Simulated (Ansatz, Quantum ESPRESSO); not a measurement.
# Equation of state of rock salt TiC

How stiff is rock salt TiC under hydrostatic load? Each row scales the relaxed cell evenly and relaxes the atoms. The phase is followed to these pressures whether or not it stays the stable one.

Calculated with Quantum ESPRESSO 7.5, PBEsol, GBRV 1.5 ultrasoft potentials, cutoff 680 eV, Fermi–Dirac smearing 0.05 eV, k-mesh 17×17×17, no spin polarisation, no spin-orbit coupling.

Reference cell, relaxed at zero pressure with PBEsol (Fm-3m): a = 3.0358 Å, b = 3.0358 Å, c = 3.0358 Å, α = 60.00°, β = 60.00°, γ = 60.00°.

```
atom       x       y       z
  Ti  0.0000  0.0000  0.0000
   C  0.5000  0.5000  0.5000
```

```csv
V (Å³/atom),V/V0,P (GPa),E − E0 (meV/atom)
9.2982,0.9400,18.737,33.2
9.4961,0.9600,11.861,14.3
10.0896,1.0200,−5.052,3.1
10.2874,1.0400,−9.655,12.2
10.4852,1.0600,−13.811,26.7
```

V0 = 9.8917 Å³ an atom, where the residual pressure P0 is +0.010 GPa. **Question.** Fit the Birch–Murnaghan law and give the pressure and the energy at V = 9.6939 Å³ an atom, a row left out above.

With the Eulerian strain f = ½[(V0/V)^(2/3) − 1] and F = (P − P0)/[3f(1 + 2f)^(5/2)], the third-order law is the line F = B0 + (3/2) B0 (B′ − 4) f.

```
       f  F (GPa)
 0.02106   267.41
 0.01379   267.59
−0.00656   265.86
−0.01291   266.51
−0.01905   266.49
```

A straight line through the 5 rows: the means are −0.000734 for f and 266.77 for F, Σ(Δx)² = 0.001204 and ΣΔxΔy = 0.03945, so the slope is 0.03945/0.001204 = 32.78 and the intercept 266.77 − (32.78)(−0.000734) = 266.8.

Hence B0 = 266.8 GPa and B′ = 4 + (32.8)/(1.5 × 266.8) = 4.08. For the withheld volume f = 0.00678, F = 267.02 GPa and P = 5.63 GPa. The run itself gives 5.66 GPa, so the estimate misses by 0.03 GPa; the fitted rows themselves lie up to 0.02 GPa off the law.

Integrating the same law gives E − E0 = (9/2) B0 V0 f²[1 + (B′ − 4) f] + P0(V0 − V), with 1 GPa Å³ = 6.2415 meV: 3.4 meV an atom. The run itself gives 3.5 meV, so the estimate misses by 0.1 meV, a rounding's worth.

The same fit over all rows at other levels or in other programs gives B0 = 268 GPa with PBEsol (Ansatz).

Measured volume: 10.134 Å³ an atom (Acta Chemica Scandinavica A 32 89 1978), so V0 is −2.4 % off. A stiffness follows the volume as d ln B/d ln V = −B′, which moves B0 by about −9 % when it is taken at the measured volume.

The calculation is for a static lattice, while measurements hold thermal and zero-point motion.

[Logs are printed without paths, hosts, clocks, repeated set-up lines and the standing remarks that a program may print on its own settings, such as how far it seeks lower states.]
